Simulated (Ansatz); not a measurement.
# Li on Y(0001): change of the work function, part 3 of 5

Wanted: Δφ(θ) for Li/Y(0001), starting from the hcp site.

Ansatz 0.2.0; plane-wave DFT, PBE-D3(BJ), Ansatz PAW (the session's first sound run).

So far, work function, upper face (eV): step 2 (the clean slab) 3.36; step 3 (37 atoms, coverage 0.111 ML, cell 3x3) 3.15.

## 4. Adsorbate added, k-mesh 5×5×1, coverage 0.25 ML

System of this step: Li/Y(0001). The cell holds 17 atoms: 16 Y and 1 Li. Its edges and angles: a = 7.300 Å, b = 7.300 Å, c = 29.022 Å, α = 90.0°, β = 90.0°, γ = 60.0°. Vacuum lies along c.

Another coverage, to see how the dipoles act on each other as their distance changes.

The input, input.yaml:

```yaml
crystal:
  lattice:
    - [7.3, 0.0, 0.0]
    - [3.65, 6.3219854476, 0.0]
    - [0.0, 0.0, 29.0217078488]
  atoms:
    - { symbol: "Y", position: [0.3333333333, 0.3333333333, 0.3101126938] }
    - { symbol: "Y", position: [0.0, 0.0, 0.4089033996] }
    - { symbol: "Y", position: [0.3333333333, 0.3333333333, 0.5063586216] }
    - { symbol: "Y", position: [0.0, 0.0, 0.6006438463] }
    - { symbol: "Y", position: [0.3333333333, 0.8333333333, 0.3101126938] }
    - { symbol: "Y", position: [0.0, 0.5, 0.4089033996] }
    - { symbol: "Y", position: [0.3333333333, 0.8333333333, 0.5063586216] }
    - { symbol: "Y", position: [0.0, 0.5, 0.6006438463] }
    - { symbol: "Y", position: [0.8333333333, 0.3333333333, 0.3101126938] }
    - { symbol: "Y", position: [0.5, 0.0, 0.4089033996] }
    - { symbol: "Y", position: [0.8333333333, 0.3333333333, 0.5063586216] }
    - { symbol: "Y", position: [0.5, 0.0, 0.6006438463] }
    - { symbol: "Y", position: [0.8333333333, 0.8333333333, 0.3101126938] }
    - { symbol: "Y", position: [0.5, 0.5, 0.4089033996] }
    - { symbol: "Y", position: [0.8333333333, 0.8333333333, 0.5063586216] }
    - { symbol: "Y", position: [0.5, 0.5, 0.6006438463] }
    - { symbol: Li, position: [0.3333333333, 0.3333333333, 0.6898873062] }
kpoints:
  mp_grid: { grid: [5, 5, 1] }
hamiltonian:
  xc: pbe
  dispersion: d3bj
scf:
  occupations: { method: fermi_dirac, width: 0.1 }
  convergence: { dr2_threshold: 1.0e-08 }
efield:
  axis: 3
  dipole_correction: true
  ramp_position: 0.97
  ramp_width: 0.06
relax:
  f_tol: 0.02
  max_steps: 60
  constraints: [{ sites: [0, 1, 4, 5, 8, 9, 12, 13] }]
output:
  bader: true
  dos: { projected: true, e_range: [-8, 4] }
  write_potential: true
  write_density: true
  volumetric_format: npy
  elf: true
```

The run is started by

```
$ ansatz run input.yaml --threads 4 --pin off --max-ram 12288MiB --backend cpu --events-out ev --progress --plain --runs-dir out
```

Numbers of over 12 decimals in the logs are rounded to 6 here.

Output:

```text
[...]
Crystal: 17 atoms, lattice volume = 1339.366 Å³
Basis set: ecut = 420 eV, 26113 PW (Γ), exchange–correlation on 100×100×400 points (8 copies of the dense FFT grid, shifted against one another)
Bands: 108, of which v1, the nominal top of the filled ones, is band 90 counted from 1 (89 counted from 0)
Symmetry: 6 space group operations
[...]
k-points: 5 of 25 (time reversal used)
[...]
SCF iter   1: F=—  HF=-61782.745477 eV  |F-HF|=—  |Δ(HF+E_count)|=         —  Δρ=4.16e-3  dr2=1.08e1  ethr=1.77e-3  p=0.243 e·Å  D=3.28e-2 V/Å  ΔV_dip=-0.95 eV  dr2_dipole=3.18e0  V_vac-E_F(+/−)=2.07/3.02 eV  ⟨swp⟩=11.6  Hψ=2830  notcnv=0
[...]
SCF iter  10: F=-61782.461650 eV  HF=-61782.461650 eV  |F-HF|=3.33e-9  |Δ(HF+E_count)|=   2.59e-8  Δρ=4.27e-7  dr2=6.85e-9  ethr=5.59e-12  p=0.095 e·Å  D=1.29e-2 V/Å  ΔV_dip=-0.37 eV  dr2_dipole=9.76e-10  V_vac-E_F(+/−)=2.99/3.36 eV  ⟨swp⟩=11.4  Hψ=4267  notcnv=0
SCF 1 converged in 10 iterations: F = -61782.461650 eV  dr2 = 6.85e-9
[...]
relax step   1: F+E_penalty+E_count = -61782.46165017 eV  Δ(F+E_penalty+E_count) = +0.000e0 eV  max|allowed force component| = 2.568e-1 eV/Å  Δτ_max = 0.0000 Å  (10 SCF iters, accepted)
[...]
SCF iter  10: F=-61782.506076 eV  HF=-61782.506076 eV  |F-HF|=1.75e-10  |Δ(HF+E_count)|=   9.41e-9  Δρ=2.35e-7  dr2=1.60e-9  ethr=5.59e-12  p=0.120 e·Å  D=1.63e-2 V/Å  ΔV_dip=-0.47 eV  dr2_dipole=3.04e-11  V_vac-E_F(+/−)=2.89/3.37 eV  ⟨swp⟩=10.8  Hψ=3391  notcnv=0
SCF 2 converged in 10 iterations: F = -61782.506076 eV  dr2 = 1.60e-9
relax step   2: F+E_penalty+E_count = -61782.50607613 eV  Δ(F+E_penalty+E_count) = -4.443e-2 eV  max|allowed force component| = 6.783e-2 eV/Å  Δτ_max = 0.1159 Å  (10 SCF iters, accepted)
SCF iter   1: F=—  HF=-61782.511008 eV  |F-HF|=—  |Δ(HF+E_count)|=         —  Δρ=5.20e-4  dr2=3.01e-2  ethr=2.18e-4  p=0.120 e·Å  D=1.63e-2 V/Å  ΔV_dip=-0.47 eV  dr2_dipole=3.61e-3  V_vac-E_F(+/−)=2.89/3.36 eV  ⟨swp⟩=3.0  Hψ=887  notcnv=0
[...]
SCF iter   9: F=-61782.508742 eV  HF=-61782.508742 eV  |F-HF|=4.87e-10  |Δ(HF+E_count)|=   2.56e-8  Δρ=2.03e-7  dr2=1.82e-9  ethr=5.59e-12  p=0.117 e·Å  D=1.58e-2 V/Å  ΔV_dip=-0.46 eV  dr2_dipole=1.07e-10  V_vac-E_F(+/−)=2.90/3.36 eV  ⟨swp⟩=14.4  Hψ=4307  notcnv=0
SCF 3 converged in 9 iterations: F = -61782.508742 eV  dr2 = 1.82e-9
relax step   3: F+E_penalty+E_count = -61782.50874192 eV  Δ(F+E_penalty+E_count) = -2.666e-3 eV  max|allowed force component| = 3.586e-2 eV/Å  Δτ_max = 0.0413 Å  (9 SCF iters, accepted)
SCF iter   1: F=—  HF=-61782.510017 eV  |F-HF|=—  |Δ(HF+E_count)|=         —  Δρ=1.47e-4  dr2=2.75e-3  ethr=1.38e-5  p=0.117 e·Å  D=1.58e-2 V/Å  ΔV_dip=-0.46 eV  dr2_dipole=2.37e-4  V_vac-E_F(+/−)=2.90/3.36 eV  ⟨swp⟩=2.2  Hψ=760  notcnv=0
[...]
SCF iter   7: F=-61782.509086 eV  HF=-61782.509086 eV  |F-HF|=9.97e-10  |Δ(HF+E_count)|=   3.18e-8  Δρ=4.44e-7  dr2=6.78e-9  ethr=5.59e-12  p=0.115 e·Å  D=1.56e-2 V/Å  ΔV_dip=-0.45 eV  dr2_dipole=5.03e-10  V_vac-E_F(+/−)=2.91/3.36 eV  ⟨swp⟩=11.8  Hψ=4009  notcnv=0
SCF 4 converged in 7 iterations: F = -61782.509086 eV  dr2 = 6.78e-9
relax step   4: F+E_penalty+E_count = -61782.50908588 eV  Δ(F+E_penalty+E_count) = -3.440e-4 eV  max|allowed force component| = 4.088e-3 eV/Å  Δτ_max = 0.0125 Å  (7 SCF iters, accepted)
[...]
SCF converged after 7 iterations
Free energy (F): -61782.509086 eV
[...]
Internal energy: -61781.352413 eV  (E = F + TS)
E sigma→0 (E₀):  -61781.930750 eV
Entropy (-TS):   -1.156673 eV (-68.040 meV/atom)
Fermi energy:    1.920103 eV
Dipole field:    D = 0.015573 V/Å  (p = 0.115270 e·Å, saw-weighted, corrected)
Work function:   Φ+ = 2.9130 eV   Φ− = 3.3649 eV
[...]
--- Forces (eV/Å), atoms counted from 1 ---
  atom   1  Y     -0.00000000     0.00000000     0.24194612
  atom   2  Y      0.00000000    -0.00000000    -0.23762006
  atom   3  Y     -0.00000000     0.00000000    -0.00385510
  atom   4  Y      0.00000000    -0.00000000     0.00037592
  atom   5  Y     -0.00186976     0.00107951     0.24559957
  atom   6  Y     -0.02475718     0.01429356    -0.24625611
  atom   7  Y     -0.00117196     0.00067663     0.00188175
  atom   8  Y     -0.00033731     0.00019475    -0.00015151
  atom   9  Y     -0.00000000    -0.00215901     0.24559957
  atom  10  Y      0.00000000    -0.02858713    -0.24625611
  atom  11  Y     -0.00000000    -0.00135326     0.00188175
  atom  12  Y      0.00000000    -0.00038949    -0.00015151
  atom  13  Y      0.00186976     0.00107951     0.24559957
  atom  14  Y      0.02475718     0.01429356    -0.24625611
  atom  15  Y      0.00117196     0.00067663     0.00188175
  atom  16  Y      0.00033731     0.00019475    -0.00015151
  atom  17  Li     0.00000000    -0.00000000    -0.00408767
  max |Σ_I F_I| component: 1.97e-5 eV/Å
--- Band table (eV; the first three rows and the last of 5) ---
  k-point 0: bands = [... 86 lower, 1.7079, 1.7769, 1.8359, 1.8370, 1.8370, 2.0976, 2.4028, 2.4215, ... 14 higher]
  k-point 1: bands = [... 86 lower, 1.7501, 1.8090, 1.8385, 1.8438, 1.8865, 2.1101, 2.3144, 2.3695, ... 14 higher]
  k-point 2: bands = [... 86 lower, 1.7631, 1.8136, 1.9337, 1.9672, 1.9867, 2.0209, 2.0436, 2.0673, ... 14 higher]
  k-point 4: bands = [... 86 lower, 1.8025, 1.8225, 1.8398, 1.8781, 1.9477, 2.0260, 2.0377, 2.0637, ... 14 higher]
--- Relaxed structure (4 steps of the walk, 4 accepted, 0 SCFs on fresh bases) ---
  F+E_penalty+E_count = -61782.50908588 eV   max|allowed force component| = 4.088e-3 eV/Å
  atoms:
    - { symbol: Y, position: [0.333333, 0.333333, 0.310113] }
    - { symbol: Y, position: [1.632680918509386e-17, 1.6326809185093863e-17, 0.4089033996] }
    - { symbol: Y, position: [0.333333, 0.333333, 0.504559] }
    - { symbol: Y, position: [1.632680918509386e-17, 1.6326809185093863e-17, 0.606237] }
    - { symbol: Y, position: [0.333333, 0.833333, 0.310113] }
    - { symbol: Y, position: [5.551115123125783e-17, 0.5, 0.4089033996] }
    - { symbol: Y, position: [0.330663, 0.834669, 0.506887] }
    - { symbol: Y, position: [0.00884642, 0.495577, 0.599589] }
    - { symbol: Y, position: [0.833333, 0.333333, 0.310113] }
    - { symbol: Y, position: [0.5, 1.6326809185093863e-17, 0.4089033996] }
    - { symbol: Y, position: [0.834669, 0.330663, 0.506887] }
    - { symbol: Y, position: [0.495577, 0.00884642, 0.599589] }
    - { symbol: Y, position: [0.833333, 0.833333, 0.310113] }
    - { symbol: Y, position: [0.5, 0.5, 0.4089033996] }
    - { symbol: Y, position: [0.834669, 0.834669, 0.506887] }
    - { symbol: Y, position: [0.495577, 0.495577, 0.599589] }
    - { symbol: Li, position: [0.333333, 0.333333, 0.691364] }
--- Bader charges: 17 sites ---
  site symbol  charge [e]  shift [e] shared [e]
     0      Y     -0.0867     0.0000    -0.1157
     1      Y      0.2159     0.0000     0.1102
     2      Y     -0.0062     0.0000    -0.1283
     3      Y     -0.0038     0.0000    -0.0208
     4      Y     -0.0689     0.0000    -0.0965
     5      Y      0.1854     0.0000     0.0915
     6      Y      0.1586     0.0000     0.0339
     7      Y     -0.2177     0.0002    -0.2322
     8      Y     -0.0689     0.0000    -0.0965
     9      Y      0.1854     0.0000     0.0915
    10      Y      0.1586     0.0000     0.0339
    11      Y     -0.2178     0.0002    -0.2323
    12      Y     -0.0689     0.0000    -0.0965
    13      Y      0.1855     0.0000     0.0915
    14      Y      0.1586     0.0000     0.0339
    15      Y     -0.2179     0.0002    -0.2323
    16     Li      0.7644     0.0005     0.7644
  maxima off the nuclei: 9, with 1.0557 electrons
[...]
charge, to which what the maxima have on the atom's side is counted
  estimated error of the sums over rays = 6.9e-4 e
```

Elapsed: 2.1 min, on 4 threads of Arm Neoverse V2, shared host; peak memory 3.1 GiB.

The steps of the relaxation:

```csv
step,energy less that of the first step (eV),largest force component (eV/Å)
1,0.0000,0.2568
2,-0.0444,0.0678
3,-0.0471,0.0359
4,-0.0474,0.0041
```

The run keeps the 6 symmetry operations that it works with, so distortions that break them were not tested.

The atoms that moved most (Å):

| atom | dx | dy | dz | length |
| --- | --- | --- | --- | --- |
| Y4 | 0.000 | 0.000 | 0.162 | 0.162 |
| Y8 | 0.048 | -0.028 | -0.031 | 0.064 |
| Y12 | 0.000 | 0.056 | -0.031 | 0.064 |
| Y16 | -0.048 | -0.028 | -0.031 | 0.064 |
| Y3 | 0.000 | 0.000 | -0.052 | 0.052 |
| Li17 | 0.000 | 0.000 | 0.043 | 0.043 |
| Y7 | -0.015 | 0.008 | 0.015 | 0.023 |
| Y11 | 0.000 | -0.017 | 0.015 | 0.023 |

The relaxed structure:

```cif
data_structure
_symmetry_space_group_name_H-M 'P 1'
_symmetry_Int_Tables_number 1
_cell_length_a 7.3000
_cell_length_b 7.3000
_cell_length_c 29.0217
_cell_angle_alpha 90.000
_cell_angle_beta 90.000
_cell_angle_gamma 60.000
_cell_volume 1339.37
loop_
_atom_site_label
_atom_site_type_symbol
_atom_site_fract_x
_atom_site_fract_y
_atom_site_fract_z
_atom_site_occupancy
Y1 Y 0.33333 0.33333 0.31011 1
Y2 Y 0.00000 0.00000 0.40890 1
Y3 Y 0.33333 0.33333 0.50456 1
Y4 Y 0.00000 0.00000 0.60624 1
Y5 Y 0.33333 0.83333 0.31011 1
Y6 Y 0.00000 0.50000 0.40890 1
Y7 Y 0.33066 0.83467 0.50689 1
Y8 Y 0.00885 0.49558 0.59959 1
Y9 Y 0.83333 0.33333 0.31011 1
Y10 Y 0.50000 0.00000 0.40890 1
Y11 Y 0.83467 0.33066 0.50689 1
Y12 Y 0.49558 0.00885 0.59959 1
Y13 Y 0.83333 0.83333 0.31011 1
Y14 Y 0.50000 0.50000 0.40890 1
Y15 Y 0.83467 0.83467 0.50689 1
Y16 Y 0.49558 0.49558 0.59959 1
Li17 Li 0.33333 0.33333 0.69136 1
```

Numbers from this step:

```yaml
energy_at_zero_smearing: -61781.9307 eV
work_function_upper_face: 2.913 eV
work_function_lower_face: 3.365 eV
dipole_along_the_normal: 0.1153 e·Å
step_between_the_vacuum_levels: -0.4520 eV
```

The density of states has structure finer than the step of the table below, so its rows give means over 0.2 eV, whole bins alone (the curve runs from -8 to 0.78 eV). Peaks (eV: height): -0.42: 35.3, -0.21: 46.1, -0.15: 49.9, -0.03: 46.8, 0.12: 63.6, 0.33: 41.7, 0.45: 43.1.

Density of states against energy, zero at the Fermi level; means over each step:

```
energy (eV)  density of states (states/eV a cell)
       -4.6                                     0
       -4.4                                 0.200
       -4.2                                  1.52
       -4.0                                  1.43
       -3.8                                  1.69
       -3.6                                  3.40
       -3.4                                  3.26
       -3.2                                  4.18
       -3.0                                  3.68
       -2.8                                  2.05
       -2.6                                  5.29
       -2.4                                  8.07
       -2.2                                  8.93
       -2.0                                  3.95
       -1.8                                  14.5
       -1.6                                  18.6
       -1.4                                  10.3
       -1.2                                  18.2
       -1.0                                  18.8
       -0.8                                  17.6
       -0.6                                  16.1
       -0.4                                  28.6
       -0.2                                  34.4
        0.0                                  34.0
        0.2                                  34.2
        0.4                                  36.3
        0.6                                  22.1
```

Projected DOS per atom over height of the atomic layer and energy from the Fermi level. Layers: Y4 Y4 Y4 Y4 Li from below.

Values in states/eV, 22 rows by 5 columns, each cell a mean:
```
1.89 0.85 0.83 1.61 0.12
2.78 1.36 1.18 2.07 0.15
2.04 1.95 2.02 2.19 0.55
1.06 1.03 1.10 1.29 0.68
1.04 1.20 1.21 1.04 0.13
0.87 0.99 0.99 0.87 0.12
0.73 0.77 0.77 0.71 0.15
0.44 0.58 0.56 0.41 0.08
0.41 0.29 0.28 0.39 0.10
0.24 0.21 0.21 0.23 0.03
0.22 0.20 0.20 0.21 0.03
0.09 0.15 0.14 0.09 0.01
0.05 0.10 0.10 0.04 0.00
0.00 0.00 0.00 0.00 0.00
0.00 0.00 0.00 0.00 0.00
0.00 0.00 0.00 0.00 0.00
0.00 0.00 0.00 0.00 0.00
0.00 0.00 0.00 0.00 0.00
0.00 0.00 0.00 0.00 0.00
0.00 0.00 0.00 0.00 0.00
0.00 0.00 0.00 0.00 0.00
0.00 0.00 0.00 0.00 0.00
```
Columns: height of the atomic layer (Å) from 9 to 20.1; rows upwards: energy from the Fermi level (eV) from -7.96 to 0.745.

Electrostatic potential energy in the ca plane at fractional y = 0.331, with atoms of Y and Li within 0.2 Å of it. With pseudopotentials it is smooth inside the atoms' cores, unlike the true potential.

Values in eV, 11 rows by 16 columns, each cell a mean:
```
  2   1   2 -16 -21   1   1   2   5   5   5   5   5   5   5   5
  4   4   1 -31 -36  -2   4   4   5   5   5   5   5   5   5   5
  3   3   2 -24 -30   0   3   3   5   5   5   5   5   5   5   5
  0  -3   2  -2  -4   2  -3  -1   4   5   5   5   5   5   5   5
 -2  -7   2   3   3   2  -8  -4   4   5   4   5   5   5   5   5
  1  -2   2  -5  -6   2  -3  -1   3   1   2   4   5   5   5   5
  4   3   1 -29 -31   0   3   3   1 -18  -1   4   5   5   5   5
  4   4   0 -32 -34   0   4   4  -1 -26  -3   4   5   5   5   5
  2   0   2 -14 -15   2   0   1   3  -3   1   4   5   5   5   5
 -2  -6   2   2   2   2  -7  -3   4   4   4   5   5   5   5   5
 -1  -5   2   1   1   2  -5  -3   4   5   5   5   5   5   5   5
```
Columns run along c (16.0 Å, from fractional 0.37 to 0.92 of the cell; values clipped at the 3rd and 97th percentile), rows up along a (7.3 Å). Atoms in or near the plane, at fractional coordinates: Y at (0.50, 0.33), Y at (0.51, 0.83), Li at (0.69, 0.33).

Valence density in the ca plane at fractional y = 0.331, with atoms of Y and Li within 0.2 Å of it. It is the smooth field of the valence electrons, not physical close to the nuclei.

Ten steps, logarithmic in the rise over the least value, from '0' (0.0 e/Å³) to '9' (5.4 e/Å³), each cell a mean:
```
22222222245653222222211000000000000000000000
22222222468875322222111000000000000000000000
22222222579986422222111000000000000000000000
22222222579986422222111000000000000000000000
22222222468875322222111000000000000000000000
22222222245653222222211000000000000000000000
22333222223322222333211100000000000000000000
23343222222222222344321100000000000000000000
23443222222222223444321110000000000000000000
22333222223322222343221111000000000000000000
22222222345643222232222111100000000000000000
22222222478875322222222125520000000000000000
22222223589986322222222259950000000000000000
22222223589986322222222259960000000000000000
22222222478875322222222125520000000000000000
22222222346653222222222111100000000000000000
22333222223322222333221111000000000000000000
23343222222222222444321110000000000000000000
23443222222222222344321110000000000000000000
22333222222322222333211100000000000000000000
```
Columns run along c (16.0 Å, from fractional 0.37 to 0.92 of the cell), rows up along a (7.3 Å). Atoms in or near the plane, at fractional coordinates: Y at (0.50, 0.33), Y at (0.51, 0.83), Li at (0.69, 0.33).

ELF in the ca plane at fractional y = 0.331, with atoms of Y and Li within 0.2 Å of it. It is the smooth field of the valence electrons, not physical close to the nuclei.

Values in units of 1e-1, 11 rows by 16 columns, each cell a mean:
```
3.4 2.7 2.7 4.6 5.7 2.4 3.0 2.3 3.6 2.8 1.3 0.3 0.1 0.0 0.0 0.0
6.4 6.7 3.4 7.1 7.2 3.4 6.8 5.3 4.0 2.0 0.6 0.1 0.0 0.0 0.0 0.0
4.8 4.3 3.0 6.2 7.2 2.8 4.6 3.5 3.8 2.4 0.9 0.2 0.0 0.0 0.0 0.0
1.7 1.5 2.6 2.0 2.2 2.5 1.7 1.3 3.6 4.4 2.6 0.8 0.1 0.0 0.0 0.0
1.7 2.6 2.9 3.1 3.0 3.1 2.8 1.9 4.9 6.9 4.9 1.7 0.3 0.0 0.0 0.0
2.0 1.7 2.4 2.5 2.6 2.7 1.9 1.9 6.2 2.8 2.7 2.0 0.5 0.1 0.0 0.0
5.3 5.2 3.0 6.9 7.2 3.4 4.7 4.4 4.3 5.2 0.6 1.3 0.5 0.1 0.0 0.0
6.3 6.6 3.3 7.3 7.3 3.7 5.9 5.4 3.9 8.2 0.9 1.2 0.5 0.1 0.0 0.0
2.8 2.1 2.4 4.1 4.3 2.8 2.2 2.3 5.7 1.2 1.3 1.8 0.5 0.1 0.0 0.0
1.6 2.2 2.7 2.5 2.4 3.0 2.5 1.8 5.6 6.6 4.9 2.0 0.4 0.0 0.0 0.0
1.7 2.1 2.8 2.3 2.1 2.8 2.2 1.6 3.9 5.4 3.5 1.1 0.2 0.0 0.0 0.0
```
Columns run along c (16.0 Å, from fractional 0.37 to 0.92 of the cell), rows up along a (7.3 Å). Atoms in or near the plane, at fractional coordinates: Y at (0.50, 0.33), Y at (0.51, 0.83), Li at (0.69, 0.33).

The relaxation took 4 steps and lowered the energy by 0.047 eV; the largest force on the free atoms ends at 0.0041 eV/Å.

By hand: a sheet of dipoles makes a step −p/(ε₀A) in the electron's potential. With e/ε₀ = 180.95 V·Å, p = 0.1153 e·Å and A = 46.15 Å², that is −180.95 × (0.1153) / 46.15 = -0.452 eV, and the two vacuum levels of the run differ by -0.452 eV.

The covered face has 2.91 eV, -0.44 eV against the clean one; the bare back face has moved by -0.01 eV, a measure of how thin the slab is.

[end of part 3 of 5]

[Logs are printed without paths, hosts, clocks, repeated set-up lines and the standing remarks that a program may print on its own settings, such as how far it seeks lower states.]

[Hosts, paths, dates, database ids (printed as entryN), source tags and the programs' standing remarks are cut or masked in the printed files.]

[Maps of the electrostatic potential energy from Ansatz leave out the sawtooth potential of an applied field or a dipole correction, so their vacuum need not be flat; planar profiles and work functions include it.]

[The density of states shown here was stored with 400 of the rows of the run's finer table, so its peaks can read low, often by over a quarter, or be missed, and its means over a window can be off by a tenth or more.]
